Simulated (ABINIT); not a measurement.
Planning a run of ABINIT 10.8.3 on CsAuBr3 (I4/mmm). The input:

```
acell 3*1.0 Angstrom
rprim 
  -3.879600000000 3.879600000000 5.653950000000
  3.879600000000 -3.879600000000 5.653950000000
  3.879600000000 3.879600000000 -5.653950000000
ntypat 3
znucl 55 79 35
natom 10
typat 1 1 2 2 3 3 3 3 3 3
xred 
  0.750000000000 0.250000000000 0.500000000000
  0.250000000000 0.750000000000 0.500000000000
  0.000000000000 0.000000000000 0.000000000000
  0.500000000000 0.500000000000 0.000000000000
  0.222000000000 0.222000000000 0.444000000000
  0.222000000000 0.778000000000 0.000000000000
  0.778000000000 0.778000000000 0.556000000000
  0.778000000000 0.222000000000 0.000000000000
  0.712200000000 0.712200000000 0.000000000000
  0.287800000000 0.287800000000 0.000000000000
pp_dirpath "pseudos"
pseudos "Cs.upf, Au.upf, Br.upf"
ecut 28
ngkpt 2 2 2
nshiftk 1
shiftk 0 0 0
kptopt 1
chksymbreak 0
istwfk *1
occopt 1
irdwfk 1
optdriver 3
nband 228
ecuteps 3.5
inclvkb 2
awtr 1
symchi 1
indata_prefix "in"
outdata_prefix "out"
tmpdata_prefix "tmp"
```

```sh
OMP_NUM_THREADS=1 mpirun -n 4 abinit run.abi > log
```

Question: Estimate wall time and host memory on 4 MPI ranks of Arm Neoverse V2, shared host.

It took 7.1 min; on shared hardware allow 3.6 min to 14 min. Peak host memory was 11 GiB.

[Paths, hosts, dates, memory and timing lines, banners, echoed tables and standing remarks are left out of the program output.]

[Logs are printed without paths, hosts, clocks, repeated set-up lines and the standing remarks that a program may print on its own settings, such as how far it seeks lower states.]

[Runs of the session that timed out or met a known fault of the program may be left out.]

[Hosts, paths, dates, database ids (printed as entryN), source tags and the programs' standing remarks are cut or masked in the printed files.]

[G0W0 gaps are taken among the corrected bands and points alone; a level outside them can change the order at an edge.]

[Where Ansatz stands beside ABINIT at settings called matched, ABINIT's density can come from a denser mesh and the files from another edition; pairs whose starting gaps differed by over 0.03 eV were left out, so agreement reads better than it is.]
